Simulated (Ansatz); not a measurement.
Two G0W0 runs on WSSe/WSSe (multilayer of trigonal-prismatic sheets).

The cell holds 6 atoms: 2 W, 2 S and 2 Se. Cell: a = 3.186 Å, b = 3.186 Å, c = 42.100 Å, α = 90.0°, β = 90.0°, γ = 120.0°. Regions: layer 1 (WSSe), 3 atoms (1 W, 1 S and 1 Se); layer 2 (WSSe), 3 atoms (1 W, 1 S and 1 Se). Vacuum lies along c.

```xyz
6
Lattice="3.1865 0.0000 0.0000 -1.5932 2.7596 0.0000 0.0000 0.0000 42.1000" Properties=species:S:1:pos:R:3
W     0.0000    1.8397   18.0179
S     1.5932    0.9199   19.5474
Se    1.5932    0.9199   16.3201
W     1.5932    0.9199   24.2535
S     0.0000    1.8397   25.7799
Se    0.0000    1.8397   22.5525
```

The structure was relaxed with LDA. The runs that relaxed it are not among those shown. Spin-orbit coupling is left out unless a run names it.

The first (Ansatz 0.2.0; start LDA, 9×9×1 mesh, 492 empty bands, screening to 70 eV, PAW set soft_1 files; 1 × NVIDIA H100 80GB HBM3 (shared by 6 runs) with 3 threads of AMD EPYC 7R13 (Zen 3), shared host) gave, on its mesh: starting gap 1.13 eV, G0W0 gap 1.71 eV, mean of 1 + 4πα/V (set by the cell height) 3.79, 76 s.

The second gave: starting gap 1.13 eV, G0W0 gap 1.67 eV, mean of 1 + 4πα/V (set by the cell height) 3.81, 38 s.

What was changed in the input? Choose among start, files, mesh, bands and cutoff, frequency model or another key.

Changed: empty bands from 492 to 196 and screening cutoff (eV) from 70.0 to 38. The starting gap stayed, which rules out the functional and points to the GW step. Other changes could give like numbers; this is the one that was made.

Limits: not at the basis limit; coarse mesh for a sheet; no spin-orbit coupling.

[Paths, hosts, dates, memory and timing lines, banners, echoed tables and standing remarks are left out of the program output.]

[Logs are printed without paths, hosts, clocks, repeated set-up lines and the standing remarks that a program may print on its own settings, such as how far it seeks lower states.]

[Runs of the session that timed out or met a known fault of the program may be left out.]

[Cells called generated may have been cut or substituted from an entry of the Crystallography Open Database or the Materials Project.]

[Hosts, paths, dates, database ids (printed as entryN), source tags and the programs' standing remarks are cut or masked in the printed files.]
